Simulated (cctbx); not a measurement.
# Tm2ZrPt2 across an absorption edge

Space group P4_2/mnm (no. 136), a = 7.2730 Å, b = 7.2730 Å, c = 7.2590 Å, α = 90.00°, β = 90.00°, γ = 90.00°.

```
atom  mult.       x       y       z  Ueq (Å²)
 Pt1      8  0.3662  0.6338  0.7621    0.0169
 Tm1      4  0.1564  0.8436       0    0.0194
 Tm2      4  0.1775  0.8225     1/2    0.0200
 Zr1      4       0     1/2     1/4    0.0100
```

This is a model crystal, built by substitution and not relaxed, with assumed displacement parameters.

Calculated with cctbx: free-atom f′ and f″ from the Sasaki tables, no fine structure; amplitudes in electrons.

| E (eV) | F 1 2 0 | F 2 2 1 | F 1 2 1 | F 1 2 2 |
| --- | --- | --- | --- | --- |
| 17398 | 46.4 | 83.6 | 16.2 | 669.7 |
| 17748 | 46.9 | 83.7 | 16.2 | 670.4 |
| 17878 | 47.1 | 83.7 | 16.2 | 670.6 |
| 17938 | 47.2 | 83.7 | 16.2 | 670.7 |
| 17968 | 47.2 | 83.7 | 16.2 | 670.8 |
| 17983 | 47.2 | 83.7 | 16.2 | 670.8 |
| 17990 | 47.2 | 83.7 | 16.2 | 670.8 |
| 17994 | 47.2 | 83.7 | 16.2 | 670.8 |
| 18002 | 47.2 | 83.7 | 16.2 | 670.8 |
| 18006 | 47.2 | 83.7 | 16.2 | 670.8 |
| 18013 | 47.2 | 83.7 | 16.2 | 670.9 |
| 18028 | 47.3 | 83.7 | 16.2 | 670.9 |
| 18058 | 47.3 | 83.7 | 16.2 | 670.9 |
| 18148 | 47.4 | 83.7 | 16.2 | 671.1 |
| 18398 | 47.7 | 83.8 | 16.2 | 671.4 |

**Question.** Which edge is crossed, and why do the reflections move as they do?

The K edge of Zr. The edge is at 17998 eV. f′ of Zr falls from -4.5 e at 17878 eV to -7.8 e at 4 eV below it, and f″ steps from 0.53 to 3.73 e across it. Over that approach |F| changes by +0 % (1 2 0), +0 % (2 2 1), +0 % (1 2 1) and +0 % (1 2 2): a reflection falls where Zr scatters in phase with the total and rises where it scatters against it; it hardly moves where the Zr term is small or cancels by symmetry. Above the edge the larger f″ enters the imaginary part, where it can add to or cancel the other atoms' f″. The structure is centrosymmetric, so Friedel mates stay equal.

[Logs are printed without paths, hosts, clocks, repeated set-up lines and the standing remarks that a program may print on its own settings, such as how far it seeks lower states.]
